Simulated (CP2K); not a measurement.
Consider 3-methoxypyridine at its PBE geometry (Å).

```xyz
15

C    -2.4646   -0.5484   -0.0808
O    -1.6492    0.6282   -0.1709
C    -0.2933    0.4584   -0.0733
C     0.3653   -0.7629    0.1025
C     1.7618   -0.7462    0.1870
C     2.4375    0.4686    0.0951
N     1.8076    1.6495   -0.0767
C     0.4761    1.6353   -0.1591
H    -2.2366   -1.2543   -0.8951
H    -2.3329   -1.0508    0.8902
H    -3.4985   -0.2012   -0.1756
H    -0.1802   -1.7018    0.1734
H     2.3149   -1.6755    0.3226
H     3.5266    0.5094    0.1603
H    -0.0344    2.5917   -0.2995
```

Method: CP2K XAS_TDP, all-electron GAPW, PBEh(45%), aug-cc-pVDZ, TDA, GW2X-corrected core level, no relativity.

Q: Predict the bright core excitations at the C K edge.

Leading lines: C1 291.70 eV, C3 288.73 eV, C4 287.17 eV, C5 287.21 eV, C6 287.64 eV and C8 287.35 eV. The leading line of an atom is its first one with 35 % of the strongest within 2.5 eV of its lowest line over the strength cut. Core ionisation energies at this level: C5 292.19, C8 292.58, C4 292.28, C6 292.48, C1 294.22 and C3 293.55 eV.

The first six lines of each atom with a strength over 0.0015:

```tsv
atom	energy (eV)	states	strength, one atom	above the computed threshold
C1 (bonded to O and 3 H)	291.70	1	0.0374	
	291.97	1	0.0021	
	292.18	1	0.0070	
	292.64	1	0.0117	
	292.69	1	0.0241	
	292.97	1	0.0069	
C3 (bonded to 2 C and O)	288.73	1	0.0586	
	292.06	1	0.0176	
	292.89	1	0.0044	
	293.99	1	0.0021	yes
	294.00	1	0.0035	yes
	294.16	1	0.0015	yes
C4 (bonded to 2 C and H)	287.17	1	0.0487	
	290.18	1	0.0104	
	291.19	1	0.0026	
	291.49	1	0.0021	
	292.06	1	0.0023	
	292.48	1	0.0053	yes
C5 (bonded to 2 C and H)	287.21	1	0.0503	
	290.12	1	0.0110	
	291.12	1	0.0018	
	291.58	1	0.0020	
	292.04	1	0.0016	
	292.42	1	0.0029	yes
C6 (bonded to C, N and H)	287.64	1	0.0533	
	290.70	1	0.0096	
	291.48	1	0.0026	
	292.11	2	0.0027	
	292.69	1	0.0026	yes
	293.00	1	0.0022	yes
C8 (bonded to C, N and H)	287.35	1	0.0501	
	289.66	1	0.0021	
	291.07	1	0.0085	
	291.53	1	0.0047	
	292.00	1	0.0029	
	292.88	1	0.0024	yes
```

Lines are vertical, at one geometry, with no vibrational structure. GW2X ionisation energies and lines can be off by 1 to 2 eV either way, and a good line position may hide errors that cancel. These values hold no scalar relativity, about 0.1 eV for C 1s. Rydberg lines, and the discretised continuum above threshold, depend on the basis and the box.

[Banner, clock and machine lines of the logs are left out without a mark of their own.]

[Logs are printed without paths, hosts, clocks, repeated set-up lines and the standing remarks that a program may print on its own settings, such as how far it seeks lower states.]

[Hosts, paths, dates, database ids (printed as entryN), source tags and the programs' standing remarks are cut or masked in the printed files.]
